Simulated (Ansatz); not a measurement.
# Work function of Nb(110): what the settings cost and change

How far do cutoff, k-mesh and smearing move the work function of Nb(110)?

Main program and level: Ansatz 0.2.0; plane-wave DFT, PBE, Ansatz PAW.

Experimental background.

For Nb (clean (110) face, a compiled value), “Anisotropic work function of elemental crystals” (2019, arxiv:1902.07811) quotes earlier work: work function (clean (110) face, a compiled value) 4.63 eV.

Report form: the programs' logs are mostly left out.

### 1. Starting point

The cell holds 7 atoms: 7 Nb. Cell: a = 2.858 Å, b = 2.858 Å, c = 32.001 Å, α = 90.0°, β = 90.0°, γ = 70.5°. Vacuum lies along c.

### 2. Run, setting cutoff 200 eV

A work function rests on the faint tail of the density, so the SCF threshold is tight. The cutoff is raised first; then mesh and smearing are varied at the default cutoff.

input.yaml

```yaml
crystal:
  lattice:
    - [2.3334523779, -1.65, 0.0]
    - [2.3334523779, 1.65, 0.0]
    - [0.0, 0.0, 32.0007142675]
  atoms:
    - { symbol: Nb, position: [0.0, 0.0, 0.2812437224] }
    - { symbol: Nb, position: [0.5, 0.5, 0.3541624816] }
    - { symbol: Nb, position: [0.0, 0.0, 0.4270812408] }
    - { symbol: Nb, position: [0.5, 0.5, 0.5] }
    - { symbol: Nb, position: [0.0, 0.0, 0.5729187592] }
    - { symbol: Nb, position: [0.5, 0.5, 0.6458375184] }
    - { symbol: Nb, position: [0.0, 0.0, 0.7187562776] }
kpoints:
  mp_grid: { grid: [15, 15, 1] }
hamiltonian:
  xc: pbe
scf:
  occupations: { method: fermi_dirac, width: 0.1 }
  convergence: { dr2_threshold: 1.0e-09 }
efield:
  axis: 3
  dipole_correction: true
  ramp_position: 0.97
  ramp_width: 0.06
basis:
  ecutwfc: "200 eV"
output:
  write_potential: true
  write_density: true
  volumetric_format: npy
  elf: true
```

Command:

```sh
$ ansatz run input.yaml --threads 2 --pin off --max-ram 3072MiB --backend cpu --events-out ev --progress --plain --runs-dir out
```

Elapsed: 60 s, on 2 threads of Arm Neoverse N1, shared host; peak memory 0.51 GiB; 1.8 min of CPU time.

This step gave:

```
energy at zero smearing   : -31847.6368 eV
work function, upper face : 4.637 eV
```

Running mean over 2.333 Å of the planar mean; the ramp of the sawtooth is left out. The electron's electrostatic potential energy less the Fermi level by z:

```
z (Å)  electron's electrostatic potential energy less the Fermi level (eV)
    4                                                                 4.61
    5                                                                 4.57
    6                                                                 4.38
    7                                                                 2.79
    8                                                                -5.92
    9                                                                -11.2
   10                                                                -11.1
   11                                                                -11.1
   12                                                                -11.1
   13                                                                -11.1
   14                                                                -11.1
   15                                                                -11.1
   16                                                                -11.1
   17                                                                -11.1
   18                                                                -11.1
   19                                                                -11.1
   20                                                                -11.1
   21                                                                -11.1
   22                                                                -11.1
   23                                                                -11.2
   24                                                                -5.93
   25                                                                 2.79
   26                                                                 4.38
   27                                                                 4.57
   28                                                                 4.61
```

ELF in the ca plane at fractional y = 0.000, with atoms of Nb within 0.2 Å of it. It is the smooth field of the valence electrons, not physical close to the nuclei.

Ten even steps from '0' (0.00) to '9' (0.74), each cell a mean:
```
53497795355455359789435445636968941000000000
54269972454445337996245444544899621100000000
55334433554345533443355434553354222210000000
55543345554345544334555434554433333320000000
55433334554345543333455434554333332310000000
54247742454345425774255434543587421110000000
53399994354445349998345445535999831000000000
53595595355455369469435545637947951000000000
```
Columns run along c (16.0 Å, from fractional 0.38 to 0.88 of the cell), rows up along a (2.9 Å). Atoms in or near the plane, at fractional coordinates: Nb at (0.43, 0.00), Nb at (0.57, 0.00), Nb at (0.72, 0.00).

Valence density in the ca plane at fractional y = 0.000, with atoms of Nb within 0.2 Å of it. It is the smooth field of the valence electrons, not physical close to the nuclei.

Ten even steps from '0' (0.0 e/Å³) to '9' (4.8 e/Å³), each cell a mean:
```
00169961000000027995100000003799510000000000
00025530000000013652000000001365200000000000
00001100000000000110000000000111000000000000
00000000000000000000000000000000000000000000
00000000000000000000000000000000000000000000
00013310000000001331000000000232100000000000
00148851000000015884100000002687300000000000
00279972000000028996100000003899510000000000
```
Columns run along c (16.0 Å, from fractional 0.38 to 0.88 of the cell), rows up along a (2.9 Å). Atoms in or near the plane, at fractional coordinates: Nb at (0.43, 0.00), Nb at (0.57, 0.00), Nb at (0.72, 0.00).

Electrostatic potential energy in the ca plane at fractional y = 0.000, with atoms of Nb within 0.2 Å of it. With pseudopotentials it is smooth inside the atoms' cores, unlike the true potential.

Ten even steps from '0' (-72 eV) to '9' (12 eV), each cell a mean:
```
99720027999999862003799999985100479999999999
99863358999999985336899999997534689999999999
99987789999999998778999999999877899999999999
99999999999999999999999999999989999999999999
99998899999999998889999999999888999999999999
99875578999999987557999999998656799999999999
99741147999999973114899999986302589999999999
99620016999999861002799999985000379999999999
```
Columns run along c (16.0 Å, from fractional 0.38 to 0.88 of the cell; values clipped at the 3rd and 97th percentile), rows up along a (2.9 Å). Atoms in or near the plane, at fractional coordinates: Nb at (0.43, 0.00), Nb at (0.57, 0.00), Nb at (0.72, 0.00).

The work function is 4.637 eV.

### 3. Run

Changes to input.yaml since step 2:

```diff
@@ -26,3 +26,3 @@
 basis:
-  ecutwfc: "200 eV"
+  ecutwfc: "300 eV"
 output:
@@ -31,2 +31 @@
   volumetric_format: npy
-  elf: true
```

Elapsed: 93 s, on 2 threads; peak memory 0.73 GiB; 2.8 min of CPU time.

The work function is 4.543 eV, -0.095 eV from the run “cutoff 200 eV”, at 1.6 times its CPU time.

### 4. Run

Changes to input.yaml since step 3:

```diff
@@ -26,3 +26,3 @@
 basis:
-  ecutwfc: "300 eV"
+  ecutwfc: "420 eV"
 output:
```

It took 2.2 min on 2 threads; peak memory 1 GiB; 4 min of CPU time.

The work function is 4.542 eV, -0.096 eV from the run “cutoff 200 eV”, at 2.2 times its CPU time.

### 5. Slab

Changes to input.yaml since step 4:

```diff
@@ -26,3 +26,3 @@
 basis:
-  ecutwfc: "420 eV"
+  ecutwfc: "600 eV"
 output:
```

Wall time 3.7 min (2 threads); peak memory 1.6 GiB; 6.8 min of CPU time.

The work function is 4.542 eV, +0.000 eV from the run “cutoff 420 eV”, at 1.7 times its CPU time.

### 6. Slab

Changes to input.yaml since step 5:

```diff
@@ -14,3 +14,3 @@
 kpoints:
-  mp_grid: { grid: [15, 15, 1] }
+  mp_grid: { grid: [3, 3, 1] }
 hamiltonian:
@@ -25,4 +25,2 @@
   ramp_width: 0.06
-basis:
-  ecutwfc: "600 eV"
 output:
```

Elapsed: 11 s, on 2 threads; peak memory 0.44 GiB; 15 s of CPU time.

The work function is 4.583 eV, +0.041 eV from the run “cutoff 420 eV”, at 0.061 times its CPU time.

### 7. Slab

Changes to input.yaml since step 6:

```diff
@@ -14,3 +14,3 @@
 kpoints:
-  mp_grid: { grid: [3, 3, 1] }
+  mp_grid: { grid: [5, 5, 1] }
 hamiltonian:
```

Wall time 20 s (2 threads); peak memory 0.48 GiB.

The work function is 4.536 eV, -0.005 eV from the run “cutoff 420 eV”, at 0.14 times its CPU time.

### 8. Run

Changes to input.yaml since step 7:

```diff
@@ -14,3 +14,3 @@
 kpoints:
-  mp_grid: { grid: [5, 5, 1] }
+  mp_grid: { grid: [10, 10, 1] }
 hamiltonian:
```

Wall time 61 s (2 threads); peak memory 0.69 GiB; 1.8 min of CPU time.

The work function is 4.538 eV, -0.004 eV from the run “cutoff 420 eV”, at 0.46 times its CPU time.

### 9. Run

Changes to input.yaml since step 8:

```diff
@@ -14,3 +14,3 @@
 kpoints:
-  mp_grid: { grid: [10, 10, 1] }
+  mp_grid: { grid: [22, 22, 1] }
 hamiltonian:
```

Wall time 4.5 min (2 threads); peak memory 1.8 GiB.

The work function is 4.543 eV, +0.001 eV from the run “cutoff 420 eV”, at 2.1 times its CPU time.

### 10. Slab

Changes to input.yaml since step 9:

```diff
@@ -14,3 +14,3 @@
 kpoints:
-  mp_grid: { grid: [22, 22, 1] }
+  mp_grid: { grid: [15, 15, 1] }
 hamiltonian:
@@ -18,3 +18,3 @@
 scf:
-  occupations: { method: fermi_dirac, width: 0.1 }
+  occupations: { method: gaussian, width: 0.05 }
   convergence: { dr2_threshold: 1.0e-09 }
```

It took 2 min on 2 threads; peak memory 1 GiB; 3.6 min of CPU time.

The work function is 4.569 eV, +0.027 eV from the run “cutoff 420 eV”, at 0.91 times its CPU time.

### 11. Slab

Changes to input.yaml since step 10:

```diff
@@ -18,3 +18,3 @@
 scf:
-  occupations: { method: gaussian, width: 0.05 }
+  occupations: { method: methfessel_paxton, width: 0.2 }
   convergence: { dr2_threshold: 1.0e-09 }
```

Wall time 2.1 min (2 threads); peak memory 1 GiB.

The work function is 4.562 eV, +0.020 eV from the run “cutoff 420 eV”, at 0.99 times its CPU time.

### 12. Run

Changes to input.yaml since step 11:

```diff
@@ -18,3 +18,3 @@
 scf:
-  occupations: { method: methfessel_paxton, width: 0.2 }
+  occupations: { method: fermi_dirac, width: 0.3 }
   convergence: { dr2_threshold: 1.0e-09 }
```

It took 2.2 min on 2 threads; peak memory 1.2 GiB; 4.1 min of CPU time.

The work function is 4.480 eV, -0.062 eV from the run “cutoff 420 eV”, at 1.0 times its CPU time.

### 13. Slab

Changes to input.yaml since step 12:

```diff
@@ -18,3 +18,3 @@
 scf:
-  occupations: { method: fermi_dirac, width: 0.3 }
+  occupations: { method: cold, width: 0.1 }
   convergence: { dr2_threshold: 1.0e-09 }
```

It took 2 min on 2 threads; peak memory 1 GiB.

The work function is 4.562 eV, +0.020 eV from the run “cutoff 420 eV”, at 0.93 times its CPU time.

### 14. Comparing the runs

Times are for 2 threads of Arm Neoverse N1, shared host. The series side by side:

```
no.                            setting  work function, upper face (eV)     time  memory (GiB)
  1                      cutoff 200 eV                           4.637     60 s          0.51
  2                      cutoff 300 eV                           4.543     93 s          0.73
  3                      cutoff 420 eV                           4.542  2.2 min           1.0
  4                      cutoff 600 eV                           4.542  3.7 min           1.6
  5                           mesh 3x3                           4.583     11 s          0.44
  6                           mesh 5x5                           4.536     20 s          0.48
  7                         mesh 10x10                           4.538     61 s          0.69
  8                         mesh 22x22                           4.543  4.5 min           1.8
  9          Gaussian smearing 0.05 eV                           4.569    2 min           1.0
 10  methfessel_paxton smearing 0.2 eV                           4.562  2.1 min           1.0
 11        fermi_dirac smearing 0.3 eV                           4.480  2.2 min           1.2
 12               cold smearing 0.1 eV                           4.562    2 min           1.0
```

### 15. A changed input

An input spoilt on purpose, to show how the run answers: it repeats the earlier run “cutoff 200 eV” with scf.convergence.dr2_threshold from 1e-09 to 0.0, and scf.max_iter set to 60; its output block differs too.

Changes to input.yaml since step 13:

```diff
@@ -18,4 +18,5 @@
 scf:
-  occupations: { method: cold, width: 0.1 }
-  convergence: { dr2_threshold: 1.0e-09 }
+  occupations: { method: fermi_dirac, width: 0.1 }
+  convergence: { dr2_threshold: 0.0 }
+  max_iter: 60
 efield:
@@ -25,2 +26,4 @@
   ramp_width: 0.06
+basis:
+  ecutwfc: "200 eV"
 output:
```

The job ended after 0.02 s (2 threads; peak memory 0.06 GiB).

The input was rejected at the start.

The program's message: “Error: invalid value for `scf.convergence.dr2_threshold`: must be finite and > 0; got 0 eV”

The fault put into the input: a threshold that can't be met.

### 16. Outcome

| Quantity | Value |
| --- | --- |
| work function, cutoff 200 eV | 4.637 eV |
| work function, cutoff 420 eV | 4.542 eV |
| work function, cutoff 600 eV | 4.542 eV |
| work function, fermi_dirac smearing 0.3 eV | 4.480 eV |

In words: The run at the highest cutoff gives 4.54 eV, and the settings tried spread the value from 4.48 to 4.64 eV. Against 600 eV, a cutoff of 200 eV is off by +0.095 eV. Against 600 eV, a cutoff of 420 eV is off by -0.000 eV. Against the finest mesh, 22 points along a, the coarser ones are off by +0.04 (3), -0.01 (5) and -0.00 (10) eV. The smearing schemes and widths spread it over 0.09 eV. The ladder's slabs use the tabulated experimental lattice constant (two decimals; a low-temperature value for the alkali metals). In 1 run of the series (cutoff 200 eV) the program warns that electrons reach the sawtooth's ramp, which makes dipole and work function less sure.

Comparison with the measured values:

| quantity | measured | cutoff 600 eV |
| --- | --- | --- |
| work function (clean (110) face, a compiled value) (eV) | 4.63 | 4.54 (-0.09 eV) |

Measured values from arxiv:1902.07811 (2019).

How well it matches: The work function is off by -0.09 eV: good agreement. The grades are ours: good and fair within 3 and 7 % for the work function. No cell relaxation is part of this session.

[Logs are printed without paths, hosts, clocks, repeated set-up lines and the standing remarks that a program may print on its own settings, such as how far it seeks lower states.]

[Hosts, paths, dates, database ids (printed as entryN), source tags and the programs' standing remarks are cut or masked in the printed files.]

[Maps of the electrostatic potential energy from Ansatz leave out the sawtooth potential of an applied field or a dipole correction, so their vacuum need not be flat; planar profiles and work functions include it.]
